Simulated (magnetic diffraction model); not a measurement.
## Magnetic neutron pattern of ErMg14Ag

Space group P-6m2 (no. 187), a = 6.8400 Å, c = 10.5370 Å.

```
site  atom       x       y       z
  1b    Er       0       0     1/2
  1a    Ag       0       0       0
  2i    Mg     2/3     1/3  0.7497
  6n    Mg  0.6615  0.8307  0.7487
  3k    Mg  0.4967  0.5033     1/2
  3j    Mg  0.4957  0.5043       0
```

This is a made-up structure (elements placed in a structure type, unrelaxed), so the numbers test the method and describe no known phase.

Only Er is taken to order (form factors of Er3+); orders and moment sizes are assumed, and not adapted to the symmetry. Radiation: neutrons of λ = 1.594 Å, 2° to 30°; isotropic B of 0.17 Å² (Er), 0.17 Å² (Ag) and 0.23 Å² (Mg). The intensities are simulated: I ∝ L Σ (|F_N|² + |F_M⊥|²) for unpolarised neutrons, with F_M = 2.695 fm/μB × Σ f(s) S exp(2πi Q·r) exp(−B s²) at Q = H ± k (one set where k and −k are equivalent), only the part normal to Q counting and L = 1/(sin²θ cos θ). For a modulated order the moment at position r is S exp(−2πi k·r) + c.c., with S = m/2 for a sine wave of amplitude m and S = m(u + iv)/2 for moments turning in a plane, u and v being orthogonal unit vectors in it; the phase factor of the sum at Q = H + k is then exp(2πi H·r). Form factors are spin-only for 3d ions and dipole or tabulated for f ions, scattering lengths are Sears's of 1992, and absorption is left out. A label names one of the reflections at its angle. The strongest nuclear line in the range is 100, and lines under 0.2 are left out.

Assume the order k = (1/3 1/3 0), moments turning in the plane of [100] and [010], 3.85 μB on Er.

Predict the pattern, nuclear and magnetic parts apart.

```csv
2θ (°),index,nuclear,magnetic
8.68,(0 0 1),41.3,0.0
8.91,(1/3 1/3 0),0.0,671.4
12.45,(1/3 1/3 1),0.0,1009.4
15.46,(1 0 0),63.4,0.0
17.40,(0 0 2),19.9,0.0
17.76,(1 0 1),46.8,0.0
17.88,(2/3 2/3 0),0.0,160.1
19.58,(1/3 1/3 2),0.0,472.9
19.90,(2/3 2/3 1),0.0,303.9
23.36,(1 0 2),100.0,0.0
23.72,(4/3 1/3 0),0.0,174.7
25.05,(2/3 2/3 2),0.0,230.6
25.30,(4/3 1/3 1),0.0,339.6
26.23,(0 0 3),1.1,0.0
26.95,(1 1 0),26.9,0.0
27.75,(1/3 1/3 3),0.0,234.1
28.36,(1 1 1),16.6,0.0
29.57,(4/3 1/3 2),0.0,289.5
```

The strongest magnetic line in the range is (1/3 1/3 1) at 12.45° (1009.4). On top of the Lorentz factor, which all lines share, magnetic lines fade with angle because f falls: for Er3+ it is 0.96, 0.86, 0.73 and 0.47 at sin θ/λ = 0.1, 0.2, 0.3 and 0.5 Å⁻¹, while nuclear lengths stay constant. The order has no net moment.

[Logs are printed without paths, hosts, clocks, repeated set-up lines and the standing remarks that a program may print on its own settings, such as how far it seeks lower states.]
